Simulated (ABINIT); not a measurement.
**BaZrSe3 (P1): G0W0 in ABINIT against the screening cutoff in the self-energy**

Wanted: the cheapest screening cutoff in the self-energy that holds the gap of BaZrSe3 (P1).

Calculated with ABINIT 10.8.3; PBEsol and many-body steps on it, plane waves.

This is a report of a sequence of runs, with most program output left out.

**1. Set-up**

The structure is triclinic, space group P1 (No. 1). Conventional cell: a = 5.287 Å, b = 5.296 Å, c = 5.309 Å, α = 89.89°, β = 89.91°, γ = 89.96°. Nearest to Ba lie 12 Se at 3.63 to 3.88 Å. Zr has 6 Se at 2.57 to 2.75 Å nearest. Nearest to Se lie 2 Zr at 2.61 to 2.70 Å and 4 Ba at 3.69 to 3.80 Å. Nearest to Se lie 2 Zr at 2.62 to 2.69 Å and 4 Ba at 3.63 to 3.88 Å. Se has 2 Zr at 2.57 to 2.75 Å and 4 Ba at 3.71 to 3.77 Å nearest. Farther neighbours and most contacts between anions are not listed.

The cell and positions are those that the Materials Project relaxed with its own functionals (PBE, PBE+U or r2SCAN), kept fixed. Spin-orbit coupling is left out unless a step names it.

**2. Screening, 2×2×2 mesh, 276 bands, screening to 176.9 eV**

This step: ABINIT 10.8.3; RPA screening on PBEsol, plane waves, norm-conserving pseudopotentials.

The RPA dielectric matrix is built and inverted for each q.

run.abi reads:

```
acell 3*1.0 Angstrom
rprim 
  5.287383000000 -0.000000000000 -0.000000000000
  0.003576000000 5.296392000000 -0.000000000000
  0.007950000000 0.010054000000 5.309462000000
ntypat 3
znucl 56 40 34
natom 5
typat 1 2 3 3 3
xred 
  0.998643000000 0.998478000000 0.998673000000
  0.476578000000 0.490069000000 0.476727000000
  0.488317000000 0.998506000000 0.502693000000
  0.983845000000 0.511636000000 0.518540000000
  0.492614000000 0.501310000000 0.993370000000
pp_dirpath "pseudos"
pseudos "Ba.upf, Zr.upf, Se.upf"
ecut 39
ngkpt 2 2 2
nshiftk 1
shiftk 0 0 0
kptopt 1
chksymbreak 0
istwfk *1
occopt 1
irdwfk 1
optdriver 3
nband 276
ecuteps 6.5
inclvkb 2
awtr 1
symchi 1
indata_prefix "in"
outdata_prefix "out"
tmpdata_prefix "tmp"
```

The run is started by

```
> OMP_NUM_THREADS=1 mpirun -n 8 abinit run.abi > log
```

Run time: 3.1 min. Hardware: 8 MPI ranks of Arm Neoverse V2, shared host; peak memory 5.9 GiB.

Numbers from this step:

```
ε∞ with local fields, on this mesh, along the program's q direction : 24.47
the same without local fields                                       : 31.10
plasma frequency                                                    : 25.48 eV
plane waves in the screening matrix                                 : 773
```

Local fields lower ε∞ by 21 %. On a Γ-centred mesh this coarse the value itself is usually too large, while a short band sum pulls it down.

**3. 0.7 Ha**

This step: G0W0 on PBEsol, plane waves, norm-conserving pseudopotentials.

Changes to run.abi since step 2:

```diff
@@ -26,8 +26,17 @@
 irdwfk 1
-optdriver 3
+optdriver 4
 nband 276
-ecuteps 6.5
-inclvkb 2
-awtr 1
-symchi 1
+gwcalctyp 0
+ecutsigx 39
+symsigma 1
+nkptgw 2
+kptgw 
+  0.5000000000 0.5000000000 0.5000000000
+  0.0000000000 0.0000000000 0.0000000000
+bdgw 
+  34 37
+  34 37
+ecuteps 0.7
+irdscr 1
+ppmodel 1
 indata_prefix "in"
```

It took 5.6 s on 8 MPI ranks; peak memory 0.37 GiB.

This step gave:

```
G0W0 gap on the points computed              : 1.777 eV
starting gap on the mesh                     : 0.1573 eV
k of the valence top                         : 0.5, 0.5, 0.5
k of the conduction bottom                   : 0, 0, 0
Z at the valence top                         : 0.811
Z at the conduction bottom                   : 0.803
least direct G0W0 gap on the computed points : 2.226 eV
```

**4. 1.3 Ha**

Changes to run.abi since step 3:

```diff
@@ -38,3 +38,3 @@
   34 37
-ecuteps 0.7
+ecuteps 1.3
 irdscr 1
```

Elapsed: 6.6 s, on 8 MPI ranks; peak memory 2.6 GiB.

Numbers from this step:

```yaml
g0w0_gap_on_the_points_computed: 1.514 eV
starting_gap_on_the_mesh: 0.1573 eV
k_of_the_valence_top: 0.5, 0.5, 0.5
k_of_the_conduction_bottom: 0, 0, 0
z_at_the_valence_top: 0.793
z_at_the_conduction_bottom: 0.789
least_direct_g0w0_gap_on_the_computed_points: 1.986 eV
```

**5. 2.3 Ha**

The self-energy is evaluated for the states that the input lists, and the levels follow from it, in one-shot runs by the linearised quasiparticle equation.

Changes to run.abi since step 4:

```diff
@@ -38,3 +38,3 @@
   34 37
-ecuteps 1.3
+ecuteps 2.3
 irdscr 1
```

It took 8.4 s on 8 MPI ranks; peak memory 2.2 GiB.

Numbers from this step:

- G0W0 gap on the points computed: 1.499 eV
- starting gap on the mesh: 0.1573 eV
- k of the valence top: 0.5, 0.5, 0.5
- k of the conduction bottom: 0, 0, 0
- least direct G0W0 gap on the computed points: 1.988 eV

The gap on the mesh goes from 0.16 eV to 1.50 eV, a correction of +1.34 eV.

**6. 3.2 Ha**

Changes to run.abi since step 5:

```diff
@@ -38,3 +38,3 @@
   34 37
-ecuteps 2.3
+ecuteps 3.2
 irdscr 1
```

Elapsed: 12 s, on 8 MPI ranks; peak memory 3.5 GiB; 95 s of CPU time.

This step gave:

| Item | Value |
| --- | --- |
| G0W0 gap on the points computed | 1.528 eV |
| starting gap on the mesh | 0.1573 eV |
| k of the valence top | 0.5, 0.5, 0.5 |
| k of the conduction bottom | 0, 0, 0 |
| least direct G0W0 gap on the computed points | 2.016 eV |

Against the run before, the gap moves by +0.029 eV.

**7. 4.9 Ha**

Changes to run.abi since step 6:

```diff
@@ -38,3 +38,3 @@
   34 37
-ecuteps 3.2
+ecuteps 4.9
 irdscr 1
```

Elapsed: 26 s, on 8 MPI ranks; peak memory 4.2 GiB; 3.5 min of CPU time.

Numbers from this step:

| Quantity | Value |
| --- | --- |
| G0W0 gap on the points computed | 1.570 eV |
| starting gap on the mesh | 0.1573 eV |
| k of the valence top | 0.5, 0.5, 0.5 |
| k of the conduction bottom | 0, 0, 0 |
| least direct G0W0 gap on the computed points | 2.056 eV |

Against the run before, the gap moves by +0.042 eV.

**8. 6.5 Ha**

Changes to run.abi since step 7:

```diff
@@ -38,3 +38,3 @@
   34 37
-ecuteps 4.9
+ecuteps 6.5
 irdscr 1
```

Run time: 56 s. Hardware: 8 MPI ranks; peak memory 5.7 GiB.

This step gave:

```yaml
g0w0_gap_on_the_points_computed: 1.576 eV
starting_gap_on_the_mesh: 0.1573 eV
k_of_the_valence_top: 0.5, 0.5, 0.5
k_of_the_conduction_bottom: 0, 0, 0
least_direct_g0w0_gap_on_the_computed_points: 2.064 eV
```

Against the run before, the gap moves by +0.006 eV.

**9. The runs together**

Times are wall times on 8 MPI ranks of Arm Neoverse V2, shared host, good to a factor of about two. A run's time includes the screening step that it read.

```
   run   mesh  bands  screening cutoff (eV)  DFT gap (eV)  gap on the mesh (eV)  direct (eV)  ε∞ used     time
0.7 Ha  2×2×2    276                     19         0.157                 1.777        2.226    24.47  3.2 min
1.3 Ha  2×2×2    276                   35.4         0.157                 1.514        1.986    24.47  3.3 min
2.3 Ha  2×2×2    276                   62.6         0.157                 1.499        1.988    24.47  3.3 min
3.2 Ha  2×2×2    276                   87.1         0.157                 1.528        2.016    24.47  3.3 min
4.9 Ha  2×2×2    276                  133.3         0.157                 1.570        2.056    24.47  3.6 min
6.5 Ha  2×2×2    276                  176.9         0.157                 1.576        2.064    24.47  4.1 min
```

**10. Results**

```yaml
0p7_ha: 1.777 eV
1p3_ha: 1.514 eV
2p3_ha: 1.499 eV
3p2_ha: 1.528 eV
4p9_ha: 1.570 eV
6p5_ha: 1.576 eV
known_limits: not at the basis limit; exchange with frozen shells missing; no spin-orbit coupling; coarse k mesh
```

**Reading.** The setting moved: screening cutoff in the self-energy. From 0.7 Ha to 6.5 Ha the gap moves by −0.20 eV, not steadily: it passes through 1.50 eV. It holds to 0.03 eV from 4.9 Ha on. Bands and screening cutoff are coupled, so a series along one setting does not show full convergence. Bands and cutoff are finite, so the gap is not at the basis limit. The miss can reach some tenths of an eV and take either sign; the mesh is an error of its own. In the first G0W0 run levels were corrected at 2 k points alone, so a gap called «on the mesh» is the least over those, and an edge elsewhere would be missed. The 2×2×2 mesh is coarse for this cell, which bears on the long-range parts of exchange and screening. The norm-conserving file of at least one element keeps a d shell over frozen s and p shells of the same row. Exchange with those shells is missing from the self-energy, an error of 0.3 to 0.9 eV in cases checked, whose sign depends on which edge lies on those atoms. The many-body steps are scalar-relativistic: spin-orbit coupling is not in them.

[Paths, hosts, dates, memory and timing lines, banners, echoed tables and standing remarks are left out of the program output.]

[Logs are printed without paths, hosts, clocks, repeated set-up lines and the standing remarks that a program may print on its own settings, such as how far it seeks lower states.]

[Runs of the session that timed out or met a known fault of the program may be left out.]

[No measured gap is set beside runs whose start may be inverted or whose files or cutoffs have a known fault.]

[Hosts, paths, dates, database ids (printed as entryN), source tags and the programs' standing remarks are cut or masked in the printed files.]

[G0W0 gaps are taken among the corrected bands and points alone; a level outside them can change the order at an edge.]

[Where Ansatz stands beside ABINIT at settings called matched, ABINIT's density can come from a denser mesh and the files from another edition; pairs whose starting gaps differed by over 0.03 eV were left out, so agreement reads better than it is.]
